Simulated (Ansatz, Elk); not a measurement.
## CdGa2Mo4: X-ray structure factors from the self-consistent density

The structure of CdGa2Mo4 used here is made up (a known structure type with other elements) and was relaxed beforehand with PBE. The aim is the Fourier transform of its all-electron density, F(hkl), set beside the sum over free spherical atoms that refinements use.

Calculated with Elk 11.2.3 (patched build); DFT, PBE, all-electron APW+lo, Dirac cores, scalar-relativistic bands, static density, no spin.

This account leaves out most program logs.

The structure was built from a prototype and need not be the compound's stable phase.

**1. Starting point**

The structure is tetragonal, space group I-4 (No. 82). Conventional cell: a = 5.324 Å, b = 5.324 Å, c = 11.062 Å, α = 90.00°, β = 90.00°, γ = 90.00°. Nearest to Cd lie 8 Mo at 3.39 to 3.55 Å. Nearest to Mo lie 6 Mo at 2.42 to 3.59 Å and 3 Ga at 2.48 to 3.49 Å and 2 Cd at 3.39 to 3.55 Å. Nearest to Ga lie 4 Mo at 2.62 Å. Nearest to Ga lie 4 Mo at 2.48 Å. Farther neighbours are not listed.

**2. Ground state and structure factors**

An all-electron density is needed, since X-rays see the cores too. Task 0 finds the density and task 195 Fourier-transforms it; tshift is off so that phases refer to the origin typed.

The input, elk.in:

```
tasks
  0
  195

xctype
  20

spinpol
  .false.

rgkmax
  7.0

gmaxvr
  14.0

lmaxo
  7

lmaxapw
  8

swidth
  0.002

tshift
  .false.

ramdisk
  .false.

hmaxvr
  5.5

maxscl
  120

epspot
  1e-06

sppath
  './'

avec
  -5.03025423491 5.03025423491 10.45164376580
  5.03025423491 -5.03025423491 10.45164376580
  5.03025423491 5.03025423491 -10.45164376580

atoms
  3
  'Cd.in'
  1
  0.0000000000 -0.0000000000 0.0000000000   0.000000 0.000000 0.000000
  'Mo.in'
  4
  0.1910771881 0.5275435063 0.1243587723   0.000000 0.000000 0.000000
  0.9332815842 0.8089228119 0.3364663182   0.000000 0.000000 0.000000
  0.4031847340 0.0667184158 0.8756412277   0.000000 0.000000 0.000000
  0.4724564937 0.5968152660 0.6635336818   0.000000 0.000000 0.000000
  'Ga.in'
  2
  0.5000000000 0.5000000000 0.0000000000   0.000000 0.000000 0.000000
  0.7500000000 0.2500000000 0.5000000000   0.000000 0.000000 0.000000

ngridk
  6 6 6
```

Launch:

```
$ OMP_NUM_THREADS=4 elk
```

It took 3 min on 4 threads of Arm Neoverse V2, shared host; peak memory 0.33 GiB; 10 min of CPU time.

SFACRHO.OUT:

```text

h k l indices transformed by vhmat matrix:
   1.000000000       0.000000000       0.000000000    
   0.000000000       1.000000000       0.000000000    
   0.000000000       0.000000000       1.000000000    

      h      k      l  multipl.   |H|            Re(F)            Im(F)           |F|

      0      0      0      1   0.0000000       278.00000     -0.10896045E-15   278.00000    
      1      1     -1      2  0.60116719      -85.065016     -0.57862352E-13   85.065016    
      0     -1      1      4  0.69310903      -4.5282030      -20.256788       20.756736    
      0      1     -1      4  0.69310903      -4.5282030       20.256788       20.756736    
      1     -1      0      4  0.88323228       57.109936     -0.30427783E-13   57.109936    
      1      1     -2      4   1.0684106       82.727724      -48.038583       95.663901    
      2      0     -1      4   1.0684106       82.727724       48.038583       95.663901    
      1      2     -1      4   1.0969066       63.931159       3.0296052       64.002903    
      1      2     -2      4   1.0969066       63.931159      -3.0296052       64.002903    
      2      2     -2      2   1.2023344       142.81134      0.11763885E-12   142.81134    
     -1      1     -1      4   1.2490791       40.901841     -0.15676604E-13   40.901841    
      0      2     -2      4   1.3862181       78.033968      -43.732927       89.453167    
      0      2      0      4   1.3862181       78.033968       43.732927       89.453167    
     -2      1      0      4   1.4284952       42.662016      -4.4383222       42.892264    
      2     -1     -1      4   1.4284952       12.098161      -141.52576       142.04192    
      0     -1     -1      4   1.4284952       42.662016       4.4383222       42.892264    
      1     -2      0      4   1.4284952       12.098161       141.52576       142.04192    
     -3     -1      2      4   1.4918804       41.649206       72.109867       83.273581
```

Elk indexes on the primitive cell of elk.in and gives |H| = 4π sin θ/λ in inverse bohr. Below, one row stands for each form hkl of the conventional cell (m members, Friedel mates merged), F is for one primitive cell and the density is static (no thermal factor). Free-atom factors are Waasmaier and Kirfel's, and R is Σm||F|−|F'||/Σm|F|.

| hkl | m | sin θ/λ (Å⁻¹) | abs F, DFT | neutral atoms | diff. | abs of complex diff. |
| --- | --- | --- | --- | --- | --- | --- |
| 002 | 2 | 0.090 | 85.065 | 84.759 | +0.306 | 0.306 |
| 101 | 8 | 0.104 | 20.757 | 20.723 | +0.034 | 0.174 |
| 110 | 4 | 0.133 | 57.110 | 57.162 | -0.052 | 0.052 |
| 112 | 8 | 0.161 | 95.664 | 95.803 | -0.140 | 0.298 |
| 103 | 8 | 0.165 | 64.003 | 64.346 | -0.343 | 0.351 |
| 004 | 2 | 0.181 | 142.811 | 142.843 | -0.032 | 0.032 |
| 200 | 4 | 0.188 | 40.902 | 40.743 | +0.159 | 0.159 |
| 202 | 8 | 0.208 | 89.453 | 89.863 | -0.409 | 0.442 |
| 211 | 8 | 0.215 | 42.892 | 43.140 | -0.248 | 0.282 |
| 121 | 8 | 0.215 | 142.042 | 143.153 | -1.111 | 1.113 |
| 114 | 8 | 0.224 | 83.274 | 83.945 | -0.672 | 0.693 |
| 105 | 8 | 0.245 | 46.783 | 47.362 | -0.579 | 0.579 |
| 123 | 8 | 0.250 | 97.596 | 98.410 | -0.814 | 0.847 |
| 213 | 8 | 0.250 | 61.207 | 61.820 | -0.613 | 0.639 |

**3. The highest occupied states alone**

An energy window below the Fermi level keeps the highest occupied states, to see at which angles they scatter; shallow core shells can lie inside it and anion s states outside. No new self-consistency is needed.

elk.in: that of step 2 with these lines changed.

```diff
@@ -1,3 +1,2 @@
 tasks
-  0
   195
@@ -40,2 +39,5 @@
 
+wsfac
+  -0.195130 0.545860
+
 sppath
```

Launch:

```
$ OMP_NUM_THREADS=4 elk
```

Run time: 24 s. Hardware: 4 threads; peak memory 0.21 GiB; 32 s of CPU time.

States within 12 eV below the Fermi level hold 42.00 electrons; any levels below the window count with the cores. Their amplitudes can exceed the total, where window and core parts have opposite phase:

| hkl | sin θ/λ (Å⁻¹) | abs F, window | abs F, all |
| --- | --- | --- | --- |
| 002 | 0.090 | 4.245 | 85.065 |
| 101 | 0.104 | 6.489 | 20.757 |
| 110 | 0.133 | 9.340 | 57.110 |
| 112 | 0.161 | 8.337 | 95.664 |
| 103 | 0.165 | 9.097 | 64.003 |
| 004 | 0.181 | 10.069 | 142.811 |
| 200 | 0.188 | 4.784 | 40.902 |
| 202 | 0.208 | 6.965 | 89.453 |
| 211 | 0.215 | 5.905 | 42.892 |
| 121 | 0.215 | 6.192 | 142.042 |

**4. Another functional**

The difference from free atoms is small, so it is set against the change that LDA (Perdew-Wang) makes.

elk.in: that of step 3 with these lines changed.

```diff
@@ -1,2 +1,3 @@
 tasks
+  0
   195
@@ -4,3 +5,3 @@
 xctype
-  20
+  3
 
@@ -39,5 +40,2 @@
 
-wsfac
-  -0.195130 0.545860
-
 sppath
```

Launch:

```
$ OMP_NUM_THREADS=4 elk
```

The job ended after 2.2 min (4 threads; peak memory 0.28 GiB; 7.8 min of CPU time).

Against the first run R = 0.02 %; the largest change is -0.059 at 312.

**5. Basis size**

A smaller basis shows how fast F responds to it; the change is likely larger than the basis error of the first run, but doesn't show convergence.

elk.in: that of step 4 with these lines changed.

```diff
@@ -5,3 +5,3 @@
 xctype
-  3
+  20
 
@@ -11,3 +11,3 @@
 rgkmax
-  7.0
+  5.5
```

Launch:

```
$ OMP_NUM_THREADS=4 elk
```

Elapsed: 1.9 min, on 4 threads; peak memory 0.32 GiB; 6.1 min of CPU time.

Against the first run R = 0.09 %; the largest change is -0.227 at 121.

**6. Settings against the effect**

| run | R against the first run (%) | R against neutral atoms, low angle (%) | wall time |
| --- | --- | --- | --- |
| PBE, rgkmax 7 | 0.00 | 0.55 | 3 min |
| LDA (Perdew-Wang) | 0.02 | 0.56 | 2.2 min |
| rgkmax 5.5 | 0.09 | 0.63 | 1.9 min |

**7. What came out**

```yaml
r_against_neutral_atoms_sin_theta_lambda_0p3_a_minus1: 0.55 %
r_against_neutral_atoms_0p3_to_0p60_a_minus1: 0.26 %
```

**Reading.** Independent neutral atoms miss the calculated amplitudes by R = 0.55 % below 0.3 Å⁻¹ and 0.26 % from there to 0.60 Å⁻¹; by shells, 0.19 % below 0.15 Å⁻¹ (3 forms), 0.57 % 0.15 to 0.3 (18 forms), 0.35 % 0.3 to 0.45 (45 forms), 0.20 % above 0.45 (83 forms). Bonding, aspherical density and the tables' own atoms all enter these figures, and the runs don't part them. The largest change of an amplitude is -1.11 electrons, at 121. R counts amplitudes alone; phases shift too. The window's part falls from 42.0 electrons at the origin to at most 0.75 between 0.45 and 0.60 Å⁻¹. Below 0.3 Å⁻¹ the changes that finished (LDA (Perdew-Wang) and rgkmax 5.5) move F by R = 0.10 % at most, against the 0.55 % that separates it from free atoms. The k-mesh has no finished test. These runs have no spin, though d or f shells may be open. Part of the difference isn't bonding: the tables are fits to free atoms and ions calculated by other methods than this functional. Thermal motion, anomalous dispersion and extinction are left out.

[Logs are printed without paths, hosts, clocks, repeated set-up lines and the standing remarks that a program may print on its own settings, such as how far it seeks lower states.]

[Hosts, paths, dates, database ids (printed as entryN), source tags and the programs' standing remarks are cut or masked in the printed files.]
